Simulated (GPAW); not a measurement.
Consider Sc3TlB (Pm-3m).

```xyz
5
Lattice="4.5200 0.0000 0.0000 0.0000 4.5200 0.0000 0.0000 0.0000 4.5200" Properties=species:S:1:pos:R:3 pbc="T T T"
Tl    0.0000    0.0000    0.0000
Sc    2.2600    2.2600    0.0000
Sc    2.2600    0.0000    2.2600
Sc    0.0000    2.2600    2.2600
B     2.2600    2.2600    2.2600
```

Absorber: atom 5, with 6 Sc at 2.26 Å (octahedral, site symmetry m-3m). Method: GPAW, LDA, excited-electron core hole (neutral cell), 10-atom cell with 6.4 Å between holes, 7×7×7 k points, dipole transitions, Gaussian full width 0.9 eV up to 4 eV, rising linearly to 3.5 eV at 25 eV, without spin-orbit coupling.

What does the B K edge look like?

Main maxima up to 24 eV above the zero (height): 2.1 eV (1.26), 5.3 eV (2.69), 9.6 eV (1.36), 13.5 eV (1.50) and 23.0 eV (0.84). A K edge sees empty p states on the absorber. The total-energy difference is 187.98 eV. One term is added: -5.56 eV, since the hole is spin-paired here and a spin-polarised one costs that much less in the free atom (computed apart). The photon energy is then 182.42 eV. The functional leaves an error in such absolute values: in the free atom LDA prices this hole 2.2 eV below PBE (computed apart), and PBE is itself good to a few eV.

The B K spectrum (energy from the lowest empty level; intensity scaled to a mean of 1 over the first 20 eV):

```
E (eV)  intensity
 -2.00       0.00
 -1.25       0.00
 -0.50       0.04
  0.25       0.21
  1.00       0.24
  1.75       0.94
  2.50       0.96
  3.25       0.40
  4.00       0.73
  4.75       2.04
  5.50       2.52
  6.25       1.33
  7.00       1.15
  7.75       1.07
  8.50       1.20
  9.25       1.34
 10.00       1.34
 10.75       1.14
 11.50       1.01
 12.25       1.16
 13.00       1.43
 13.75       1.47
 14.50       1.16
 15.25       0.75
 16.00       0.50
 16.75       0.43
 17.50       0.47
 18.25       0.53
 19.00       0.59
 19.75       0.62
 20.50       0.66
 21.25       0.72
 22.00       0.79
 22.75       0.83
 23.50       0.83
 24.25       0.79
 25.00       0.74
 25.75       0.72
 26.50       0.73
 27.25       0.74
 28.00       0.73
 28.75       0.69
 29.50       0.64
 30.25       0.60
 31.00       0.60
 31.75       0.60
```

The holes are only 6.4 Å apart, so the shape is probably not converged with cell size; no larger cell was run here. The structure is a published determination, not relaxed.

[Banner, clock and machine lines of the logs are left out without a mark of their own.]

[Logs are printed without paths, hosts, clocks, repeated set-up lines and the standing remarks that a program may print on its own settings, such as how far it seeks lower states.]

[Hosts, paths, dates, database ids (printed as entryN), source tags and the programs' standing remarks are cut or masked in the printed files.]

[Lists of maxima count a maximum above −3 eV only where it reaches 4 % of the highest in the window and stands out from its surroundings by 2 % of it (1.5 % where it reaches 55 %); shoulders and weaker maxima are passed over, and of the rest the first, up to two pre-edge ones and the few strongest are named.]
